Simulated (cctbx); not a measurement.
# Lattice, Laue class and space group of a new crystal

Cell: a = 10.0660 Å, b = 11.6850 Å, c = 5.9410 Å, α = 90.00°, β = 90.00°, γ = 90.00°. Expected content of the cell: Gd8 Zn12 Ti20.

The data are simulated with cctbx, not measured: Mo Kα, λ = 0.71073 Å, to d = 0.65 Å, 50 % of the full sphere, strongest reflection 5000 counts, noise from counting, a 3 % proportional error and a noise floor of 4 counts (s.d.); no absorption.

Tests on the unmerged data give:

```text
5202 reflections to d = 0.650 A
centring   violations  <I/sigma> of those
    A        627 of  2572      2.4
    B        514 of  2665      1.7
    C        625 of  2587      2.4
    I          0 of  2603     -0.0
    R        834 of  3493      2.5
    F        883 of  3912      2.2
Laue class    unique    Rint  (classes that these axes allow; Friedel mates merged)
I 1 2/m 1        1272   0.061
I 1 1 2/m        1298   0.062
I 2/m 1 1        1272   0.064
I m m m           763   0.066
space group    extra absences  I>4sigma  <I/sigma>
I 2 2 2                 0          0         -  acentric
I 21 21 21              0          0         -  acentric
I m m 2                 0          0         -  acentric
I 2 m m                 0          0         -  acentric
I m 2 m                 0          0         -  acentric
I b a 2               115          0      -0.2  acentric
I m a 2                46          0       0.0  acentric
I b m 2                69          0      -0.3  acentric
I 2 c m                46          0       0.0  acentric
I c 2 m                69          0      -0.3  acentric
I m m m                 0          0         -  centric
I b a m               115          0      -0.2  centric
I b m m                69          0      -0.3  centric
I c m m                69          0      -0.3  centric
I m c m                46          0       0.0  centric
I m a m                46          0       0.0  centric
Wilson B = 1.17 A^2   <|E^2-1|> = 0.943 (0.968 centric, 0.736 acentric)   E^2>4: 5.0 %
shell (A)         n   <I/sigma>
 7.63 - 1.30    108     12.2
 1.30 - 1.03     98     11.0
 1.03 - 0.90     99     10.4
 0.90 - 0.82     94      7.0
 0.82 - 0.76     94      8.0
 0.76 - 0.72     97      7.1
 0.72 - 0.68     87      5.6
 0.68 - 0.65     86      5.3
```

**Question.** What are the lattice type, the Laue class and the likely space group?

The reflections that I centring forbids are absent (⟨I/σ⟩ near 0), so the lattice is I.

Rint stays low (0.061 to 0.066) up to I m m m, the highest class in these axes.

16 settings pass the absence test. The most absences obeyed, 115, belong to I b a 2 and I b a m, which absences can't tell apart.

⟨|E²−1|⟩ = 0.943 leans to a centrosymmetric structure. The Wilson B of 1.17 Å² means U ≈ 0.0148 Å².

The true group is Ibam (no. 72), Laue class mmm, centrosymmetric. The tables only narrow the choice to the tied entries; cell content, site symmetry and trial solutions must settle it.

This is a model crystal, built by substitution and not relaxed, with assumed displacement parameters.

[Logs are printed without paths, hosts, clocks, repeated set-up lines and the standing remarks that a program may print on its own settings, such as how far it seeks lower states.]
